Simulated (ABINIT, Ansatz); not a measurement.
# Lattice dynamics of SiSnSe3 (Pm-3m) in two programs, part 3 of 6

How does SiSnSe3 (Pm-3m) vibrate, and is this structure a minimum?

ABINIT 10.8.3; DFT LDA, scalar-relativistic, plane waves, HGH norm-conserving pseudopotentials.

So far. Step 5 (Self-consistent run for the response): The cell stands at -1.1 GPa: the relaxation ran with a smoothed and higher cutoff, and the difference is a stress of the finite basis. Step 6 (Zone-centre response): The acoustic modes at Γ come out as far as 3.2 cm⁻¹ from zero, where they should vanish, a small numerical error. The lowest optical mode is imaginary, 117i cm⁻¹, an instability at this level and on this k mesh. The relaxed cell has a = 4.788 Å (conventional setting).

The structure was built from a prototype and need not be the compound's stable phase.

### 7. Zone-centre analysis

anaddb reads the merged derivatives and imposes the acoustic sum rule.

Input file anaddb.abi:

```
ddb_filepath "gamma_DDB"
output_file "anaddb.abo"
outdata_prefix "anaddb"
asr 1
chneut 1
enunit 2
eivec 1
nph1l 1
qph1l 0.0 0.0 0.0 1.0
```

Input file mrgddb.in:

```
gamma_DDB
merged
2
dfpt_gammao_DDB
gso_DDB
```

Started as:

```console
$ mrgddb < mrgddb.in > mrgddb.log
$ OMP_NUM_THREADS=1 anaddb anaddb.abi > anaddb.log
```

anaddb.abo, the main output file:

```text
-outvars_anaddb: echo values of input variables ----------------------

 Miscellaneous information :
      enunit         2
       eivec         1
         asr         1
 First list of wavevector (reduced coord.) :
       nph1l         1
       qph1l
                     0.00000000E+00  0.00000000E+00  0.00000000E+00    1.000E+00

================================================================================

 read the DDB information and perform some checks

  ==== Info on the Cryst% object ====
 Real(R)+Recip(G) space primitive vectors, cartesian coordinates (Bohr,Bohr^-1):
 R(1)=  9.0488819  0.0000000  0.0000000  G(1)=  0.1105109  0.0000000  0.0000000
 R(2)=  0.0000000  9.0488819  0.0000000  G(2)=  0.0000000  0.1105109  0.0000000
 R(3)=  0.0000000  0.0000000  9.0488819  G(3)=  0.0000000  0.0000000  0.1105109
 Unit cell volume ucvol=  7.4094292E+02 bohr^3
 Angles (23,13,12)=  9.00000000E+01  9.00000000E+01  9.00000000E+01 degrees
 Time-reversal symmetry is present
 Reduced atomic positions [iatom, xred, symbol]:
    1)    0.0000000  0.0000000  0.0000000  Sn
    2)    0.5000000  0.5000000  0.5000000  Si
    3)    0.5000000  0.5000000  0.0000000  Se
    4)    0.5000000  0.0000000  0.5000000  Se
    5)    0.0000000  0.5000000  0.5000000  Se

 DDB file with 3 blocks has been read.

================================================================================

 Treat the first list of vectors

  Phonon wavevector (reduced coordinates) :  0.00000  0.00000  0.00000
 Phonon energies in Hartree :
  -5.320456E-04 -5.320456E-04 -5.320456E-04 -3.367055E-04 -3.367055E-04
  -3.367055E-04 -2.317460E-04 -2.317460E-04 -2.317460E-04  0.000000E+00
   0.000000E+00  0.000000E+00  1.070375E-03  1.070375E-03  1.070375E-03
 Phonon energies in meV     :
- -1.447770E+01 -1.447770E+01 -1.447770E+01 -9.162223E+00 -9.162223E+00
- -9.162223E+00 -6.306131E+00 -6.306131E+00 -6.306131E+00  0.000000E+00
-  0.000000E+00  0.000000E+00  2.912640E+01  2.912640E+01  2.912640E+01
 Phonon frequencies in cm-1    :
- -1.167705E+02 -1.167705E+02 -1.167705E+02 -7.389831E+01 -7.389831E+01
- -7.389831E+01 -5.086238E+01 -5.086238E+01 -5.086238E+01  0.000000E+00
-  0.000000E+00  0.000000E+00  2.349202E+02  2.349202E+02  2.349202E+02
 Phonon frequencies in Thz     :
- -3.500692E+00 -3.500692E+00 -3.500692E+00 -2.215416E+00 -2.215416E+00
- -2.215416E+00 -1.524816E+00 -1.524816E+00 -1.524816E+00  0.000000E+00
-  0.000000E+00  0.000000E+00  7.042732E+00  7.042732E+00  7.042732E+00
 Phonon energies in Kelvin  :
- -1.680067E+02 -1.680067E+02 -1.680067E+02 -1.063232E+02 -1.063232E+02
- -1.063232E+02 -7.317961E+01 -7.317961E+01 -7.317961E+01  0.000000E+00
-  0.000000E+00  0.000000E+00  3.379978E+02  3.379978E+02  3.379978E+02

 Eigendisplacements
 (will be given, for each mode : in cartesian coordinates
   for each atom the real part of the displacement vector,
   then the imaginary part of the displacement vector - absolute values smaller than 1.0d-7 are set to zero)
  Mode number    1   Energy   -5.320456E-04
 Attention : low frequency mode.
   (Could be unstable or acoustic mode)
-  1  0.00000000E+00  0.00000000E+00  1.18681457E-03
-     0.00000000E+00  0.00000000E+00  0.00000000E+00
-  2  0.00000000E+00  0.00000000E+00  1.60234574E-03
-     0.00000000E+00  0.00000000E+00  0.00000000E+00
-  3  0.00000000E+00  0.00000000E+00  3.89787871E-04
-     0.00000000E+00  0.00000000E+00  0.00000000E+00
-  4  0.00000000E+00  0.00000000E+00 -1.37200176E-03
-     0.00000000E+00  0.00000000E+00  0.00000000E+00
-  5  0.00000000E+00  0.00000000E+00 -1.37200176E-03
-     0.00000000E+00  0.00000000E+00  0.00000000E+00
  Mode number    2   Energy   -5.320456E-04
 Attention : low frequency mode.
   (Could be unstable or acoustic mode)
-  1  0.00000000E+00  1.18681457E-03  0.00000000E+00
-     0.00000000E+00  0.00000000E+00  0.00000000E+00
-  2  0.00000000E+00  1.60234574E-03  0.00000000E+00
-     0.00000000E+00  0.00000000E+00  0.00000000E+00
-  3  0.00000000E+00 -1.37200176E-03  0.00000000E+00
-     0.00000000E+00  0.00000000E+00  0.00000000E+00
-  4  0.00000000E+00  3.89787871E-04  0.00000000E+00
-     0.00000000E+00  0.00000000E+00  0.00000000E+00
-  5  0.00000000E+00 -1.37200176E-03  0.00000000E+00
-     0.00000000E+00  0.00000000E+00  0.00000000E+00
  Mode number    3   Energy   -5.320456E-04
 Attention : low frequency mode.
   (Could be unstable or acoustic mode)
-  1  1.18681457E-03  0.00000000E+00  0.00000000E+00
-     0.00000000E+00  0.00000000E+00  0.00000000E+00
-  2  1.60234574E-03  0.00000000E+00  0.00000000E+00
-     0.00000000E+00  0.00000000E+00  0.00000000E+00
-  3 -1.37200176E-03  0.00000000E+00  0.00000000E+00
-     0.00000000E+00  0.00000000E+00  0.00000000E+00
-  4 -1.37200176E-03  0.00000000E+00  0.00000000E+00
-     0.00000000E+00  0.00000000E+00  0.00000000E+00
-  5  3.89787871E-04  0.00000000E+00  0.00000000E+00
-     0.00000000E+00  0.00000000E+00  0.00000000E+00
  Mode number    4   Energy   -3.367055E-04
 Attention : low frequency mode.
   (Could be unstable or acoustic mode)
-  1  0.00000000E+00  0.00000000E+00  0.00000000E+00
-     0.00000000E+00  0.00000000E+00  0.00000000E+00
-  2  0.00000000E+00  0.00000000E+00  0.00000000E+00
-     0.00000000E+00  0.00000000E+00  0.00000000E+00
-  3  0.00000000E+00  0.00000000E+00  0.00000000E+00
-     0.00000000E+00  0.00000000E+00  0.00000000E+00
-  4  0.00000000E+00  0.00000000E+00  1.86380890E-03
-     0.00000000E+00  0.00000000E+00  0.00000000E+00
-  5  0.00000000E+00  0.00000000E+00 -1.86380890E-03
-     0.00000000E+00  0.00000000E+00  0.00000000E+00
  Mode number    5   Energy   -3.367055E-04
 Attention : low frequency mode.
   (Could be unstable or acoustic mode)
-  1  0.00000000E+00  0.00000000E+00  0.00000000E+00
-     0.00000000E+00  0.00000000E+00  0.00000000E+00
-  2  0.00000000E+00  0.00000000E+00  0.00000000E+00
-     0.00000000E+00  0.00000000E+00  0.00000000E+00
-  3  0.00000000E+00  1.86380890E-03  0.00000000E+00
-     0.00000000E+00  0.00000000E+00  0.00000000E+00
-  4  0.00000000E+00  0.00000000E+00  0.00000000E+00
-     0.00000000E+00  0.00000000E+00  0.00000000E+00
-  5  0.00000000E+00 -1.86380890E-03  0.00000000E+00
-     0.00000000E+00  0.00000000E+00  0.00000000E+00
  Mode number    6   Energy   -3.367055E-04
 Attention : low frequency mode.
   (Could be unstable or acoustic mode)
-  1  0.00000000E+00  0.00000000E+00  0.00000000E+00
-     0.00000000E+00  0.00000000E+00  0.00000000E+00
-  2  0.00000000E+00  0.00000000E+00  0.00000000E+00
-     0.00000000E+00  0.00000000E+00  0.00000000E+00
-  3  1.86380890E-03  0.00000000E+00  0.00000000E+00
-     0.00000000E+00  0.00000000E+00  0.00000000E+00
-  4 -1.86380890E-03  0.00000000E+00  0.00000000E+00
-     0.00000000E+00  0.00000000E+00  0.00000000E+00
-  5  0.00000000E+00  0.00000000E+00  0.00000000E+00
-     0.00000000E+00  0.00000000E+00  0.00000000E+00
  Mode number    7   Energy   -2.317460E-04
 Attention : low frequency mode.
   (Could be unstable or acoustic mode)
-  1  0.00000000E+00  0.00000000E+00  1.33446304E-03
-     0.00000000E+00  0.00000000E+00  0.00000000E+00
-  2  0.00000000E+00  0.00000000E+00 -2.59625364E-03
-     0.00000000E+00  0.00000000E+00  0.00000000E+00
-  3  0.00000000E+00  0.00000000E+00 -1.35489219E-03
-     0.00000000E+00  0.00000000E+00  0.00000000E+00
-  4  0.00000000E+00  0.00000000E+00  1.36012693E-04
-     0.00000000E+00  0.00000000E+00  0.00000000E+00
-  5  0.00000000E+00  0.00000000E+00  1.36012693E-04
-     0.00000000E+00  0.00000000E+00  0.00000000E+00
  Mode number    8   Energy   -2.317460E-04
 Attention : low frequency mode.
   (Could be unstable or acoustic mode)
-  1  0.00000000E+00 -1.33446304E-03  0.00000000E+00
-     0.00000000E+00  0.00000000E+00  0.00000000E+00
-  2  0.00000000E+00  2.59625364E-03  0.00000000E+00
-     0.00000000E+00  0.00000000E+00  0.00000000E+00
-  3  0.00000000E+00 -1.36012693E-04  0.00000000E+00
-     0.00000000E+00  0.00000000E+00  0.00000000E+00
-  4  0.00000000E+00  1.35489219E-03  0.00000000E+00
-     0.00000000E+00  0.00000000E+00  0.00000000E+00
-  5  0.00000000E+00 -1.36012693E-04  0.00000000E+00
-     0.00000000E+00  0.00000000E+00  0.00000000E+00
  Mode number    9   Energy   -2.317460E-04
 Attention : low frequency mode.
   (Could be unstable or acoustic mode)
-  1  1.33446304E-03  0.00000000E+00  0.00000000E+00
-     0.00000000E+00  0.00000000E+00  0.00000000E+00
-  2 -2.59625364E-03  0.00000000E+00  0.00000000E+00
-     0.00000000E+00  0.00000000E+00  0.00000000E+00
-  3  1.36012693E-04  0.00000000E+00  0.00000000E+00
-     0.00000000E+00  0.00000000E+00  0.00000000E+00
-  4  1.36012693E-04  0.00000000E+00  0.00000000E+00
-     0.00000000E+00  0.00000000E+00  0.00000000E+00
-  5 -1.35489219E-03  0.00000000E+00  0.00000000E+00
-     0.00000000E+00  0.00000000E+00  0.00000000E+00
  Mode number   10   Energy    0.000000E+00
 Attention : low frequency mode.
   (Could be unstable or acoustic mode)
-  1  0.00000000E+00  0.00000000E+00 -1.19575960E-03
-     0.00000000E+00  0.00000000E+00  0.00000000E+00
-  2  0.00000000E+00  0.00000000E+00 -1.19570901E-03
-     0.00000000E+00  0.00000000E+00  0.00000000E+00
-  3  0.00000000E+00  0.00000000E+00 -1.19572297E-03
-     0.00000000E+00  0.00000000E+00  0.00000000E+00
-  4  0.00000000E+00  0.00000000E+00 -1.19574704E-03
-     0.00000000E+00  0.00000000E+00  0.00000000E+00
-  5  0.00000000E+00  0.00000000E+00 -1.19574704E-03
-     0.00000000E+00  0.00000000E+00  0.00000000E+00
  Mode number   11   Energy    0.000000E+00
 Attention : low frequency mode.
   (Could be unstable or acoustic mode)
-  1  0.00000000E+00  1.19575960E-03  0.00000000E+00
-     0.00000000E+00  0.00000000E+00  0.00000000E+00
-  2  0.00000000E+00  1.19570901E-03  0.00000000E+00
-     0.00000000E+00  0.00000000E+00  0.00000000E+00
-  3  0.00000000E+00  1.19574704E-03  0.00000000E+00
-     0.00000000E+00  0.00000000E+00  0.00000000E+00
-  4  0.00000000E+00  1.19572297E-03  0.00000000E+00
-     0.00000000E+00  0.00000000E+00  0.00000000E+00
-  5  0.00000000E+00  1.19574704E-03  0.00000000E+00
-     0.00000000E+00  0.00000000E+00  0.00000000E+00
  Mode number   12   Energy    0.000000E+00
 Attention : low frequency mode.
   (Could be unstable or acoustic mode)
-  1  1.19575960E-03  0.00000000E+00  0.00000000E+00
-     0.00000000E+00  0.00000000E+00  0.00000000E+00
-  2  1.19570901E-03  0.00000000E+00  0.00000000E+00
-     0.00000000E+00  0.00000000E+00  0.00000000E+00
-  3  1.19574704E-03  0.00000000E+00  0.00000000E+00
-     0.00000000E+00  0.00000000E+00  0.00000000E+00
-  4  1.19574704E-03  0.00000000E+00  0.00000000E+00
-     0.00000000E+00  0.00000000E+00  0.00000000E+00
-  5  1.19572297E-03  0.00000000E+00  0.00000000E+00
-     0.00000000E+00  0.00000000E+00  0.00000000E+00
  Mode number   13   Energy    1.070375E-03
-  1  0.00000000E+00  0.00000000E+00  4.48938277E-05
-     0.00000000E+00  0.00000000E+00  0.00000000E+00
-  2  0.00000000E+00  0.00000000E+00  2.96559115E-03
-     0.00000000E+00  0.00000000E+00  0.00000000E+00
-  3  0.00000000E+00  0.00000000E+00 -1.87886838E-03
-     0.00000000E+00  0.00000000E+00  0.00000000E+00
-  4  0.00000000E+00  0.00000000E+00  3.78264929E-04
-     0.00000000E+00  0.00000000E+00  0.00000000E+00
-  5  0.00000000E+00  0.00000000E+00  3.78264929E-04
-     0.00000000E+00  0.00000000E+00  0.00000000E+00
  Mode number   14   Energy    1.070375E-03
-  1  0.00000000E+00  4.48938277E-05  0.00000000E+00
-     0.00000000E+00  0.00000000E+00  0.00000000E+00
-  2  0.00000000E+00  2.96559114E-03  0.00000000E+00
-     0.00000000E+00  0.00000000E+00  0.00000000E+00
-  3  0.00000000E+00  3.78264929E-04  0.00000000E+00
-     0.00000000E+00  0.00000000E+00  0.00000000E+00
-  4  0.00000000E+00 -1.87886838E-03  0.00000000E+00
-     0.00000000E+00  0.00000000E+00  0.00000000E+00
-  5  0.00000000E+00  3.78264929E-04  0.00000000E+00
-     0.00000000E+00  0.00000000E+00  0.00000000E+00
  Mode number   15   Energy    1.070375E-03
-  1  4.48938277E-05  0.00000000E+00  0.00000000E+00
-     0.00000000E+00  0.00000000E+00  0.00000000E+00
-  2  2.96559114E-03  0.00000000E+00  0.00000000E+00
-     0.00000000E+00  0.00000000E+00  0.00000000E+00
-  3  3.78264929E-04  0.00000000E+00  0.00000000E+00
-     0.00000000E+00  0.00000000E+00  0.00000000E+00
-  4  3.78264929E-04  0.00000000E+00  0.00000000E+00
-     0.00000000E+00  0.00000000E+00  0.00000000E+00
-  5 -1.87886838E-03  0.00000000E+00  0.00000000E+00
-     0.00000000E+00  0.00000000E+00  0.00000000E+00

 Analysis of degeneracies and characters (maximum tolerance=1.00E-06 a.u.)
 For each vibration mode, or group of modes if degenerate,
 the characters are given for each symmetry operation (see the list in the log file).
 Symmetry characters of vibration mode #   1
       degenerate with vibration modes #   2 to    3
  3.0 -3.0 -1.0  1.0 -1.0  1.0 -1.0  1.0  1.0 -1.0 -1.0  1.0  1.0 -1.0 -1.0  1.0
  0.0 -0.0  0.0 -0.0 -0.0  0.0 -0.0  0.0  1.0 -1.0 -1.0  1.0 -1.0  1.0  1.0 -1.0
  0.0 -0.0 -0.0  0.0 -0.0  0.0  0.0 -0.0  1.0 -1.0  1.0 -1.0 -1.0  1.0 -1.0  1.0
 Symmetry characters of vibration mode #   4
       degenerate with vibration modes #   5 to    6
  3.0 -3.0 -1.0  1.0 -1.0  1.0 -1.0  1.0 -1.0  1.0  1.0 -1.0 -1.0  1.0  1.0 -1.0
 -0.0  0.0 -0.0  0.0  0.0 -0.0  0.0 -0.0 -1.0  1.0  1.0 -1.0  1.0 -1.0 -1.0  1.0
 -0.0  0.0  0.0 -0.0  0.0 -0.0 -0.0  0.0 -1.0  1.0 -1.0  1.0  1.0 -1.0  1.0 -1.0
 Symmetry characters of vibration mode #   7
       degenerate with vibration modes #   8 to    9
  3.0 -3.0 -1.0  1.0 -1.0  1.0 -1.0  1.0  1.0 -1.0 -1.0  1.0  1.0 -1.0 -1.0  1.0
 -0.0  0.0 -0.0  0.0  0.0 -0.0 -0.0  0.0  1.0 -1.0 -1.0  1.0 -1.0  1.0  1.0 -1.0
 -0.0  0.0  0.0 -0.0 -0.0  0.0 -0.0  0.0  1.0 -1.0  1.0 -1.0 -1.0  1.0 -1.0  1.0
 Symmetry characters of vibration mode #  10
       degenerate with vibration modes #  11 to   12
  3.0 -3.0 -1.0  1.0 -1.0  1.0 -1.0  1.0  1.0 -1.0 -1.0  1.0  1.0 -1.0 -1.0  1.0
 -0.0  0.0 -0.0  0.0  0.0 -0.0  0.0 -0.0  1.0 -1.0 -1.0  1.0 -1.0  1.0  1.0 -1.0
 -0.0  0.0  0.0 -0.0  0.0 -0.0 -0.0  0.0  1.0 -1.0  1.0 -1.0 -1.0  1.0 -1.0  1.0
 Symmetry characters of vibration mode #  13
       degenerate with vibration modes #  14 to   15
  3.0 -3.0 -1.0  1.0 -1.0  1.0 -1.0  1.0  1.0 -1.0 -1.0  1.0  1.0 -1.0 -1.0  1.0
 -0.0  0.0 -0.0  0.0  0.0 -0.0  0.0 -0.0  1.0 -1.0 -1.0  1.0 -1.0  1.0  1.0 -1.0
 -0.0  0.0  0.0 -0.0  0.0 -0.0 -0.0  0.0  1.0 -1.0  1.0 -1.0 -1.0  1.0 -1.0  1.0
-
```

The job ended after 0.72 s (1 thread of Intel Xeon at 2.70GHz, shared host).

Read from the output:

```yaml
lowest_optical_zone_centre_mode: -116.8 cm⁻¹
```

No LO-TO term; unit eigenvectors of the mass-weighted matrix, from anaddb's displacements. Modes at Γ, with each element's share of the kinetic energy (negative means imaginary):

| mode | frequency (cm⁻¹) | symmetry | Sn % | Si % | Se % |
| --- | --- | --- | --- | --- | --- |
| 1 | -116.8 | T1u | 30 | 13 | 56 |
| 2 | -116.8 | T1u | 30 | 13 | 56 |
| 3 | -116.8 | T1u | 30 | 13 | 56 |
| 4 | -73.9 | T2u | 0 | 0 | 100 |
| 5 | -73.9 | T2u | 0 | 0 | 100 |
| 6 | -73.9 | T2u | 0 | 0 | 100 |
| 7 | -50.9 | T1u | 39 | 35 | 27 |
| 8 | -50.9 | T1u | 39 | 35 | 27 |
| 9 | -50.9 | T1u | 39 | 35 | 27 |
| 10 | 0.0 | acoustic | 31 | 7 | 62 |
| 11 | 0.0 | acoustic | 31 | 7 | 62 |
| 12 | 0.0 | acoustic | 31 | 7 | 62 |
| 13 | 234.9 | T1u | 0 | 45 | 55 |
| 14 | 234.9 | T1u | 0 | 45 | 55 |
| 15 | 234.9 | T1u | 0 | 45 | 55 |

Displacements in mode 1 (-116.8 cm⁻¹), the largest set to 1:
```
Sn1  0.00  0.00  0.74
Si2  0.00  0.00  1.00
Se3  0.00  0.00  0.24
Se4  0.00  0.00 -0.86
Se5  0.00  0.00 -0.86
```

Displacements in mode 4 (-73.9 cm⁻¹), the largest set to 1:
```
Sn1  0.00  0.00  0.00
Si2  0.00  0.00  0.00
Se3  0.00  0.00  0.00
Se4  0.00  0.00  1.00
Se5  0.00  0.00 -1.00
```

The rule moves no optical mode by more than 0.2 cm⁻¹.

[end of part 3 of 6]

[Host names and launcher messages were left out of these logs when they were recorded.]

[Logs are printed without paths, hosts, clocks, repeated set-up lines and the standing remarks that a program may print on its own settings, such as how far it seeks lower states.]

[Hosts, paths, dates, database ids (printed as entryN), source tags and the programs' standing remarks are cut or masked in the printed files.]
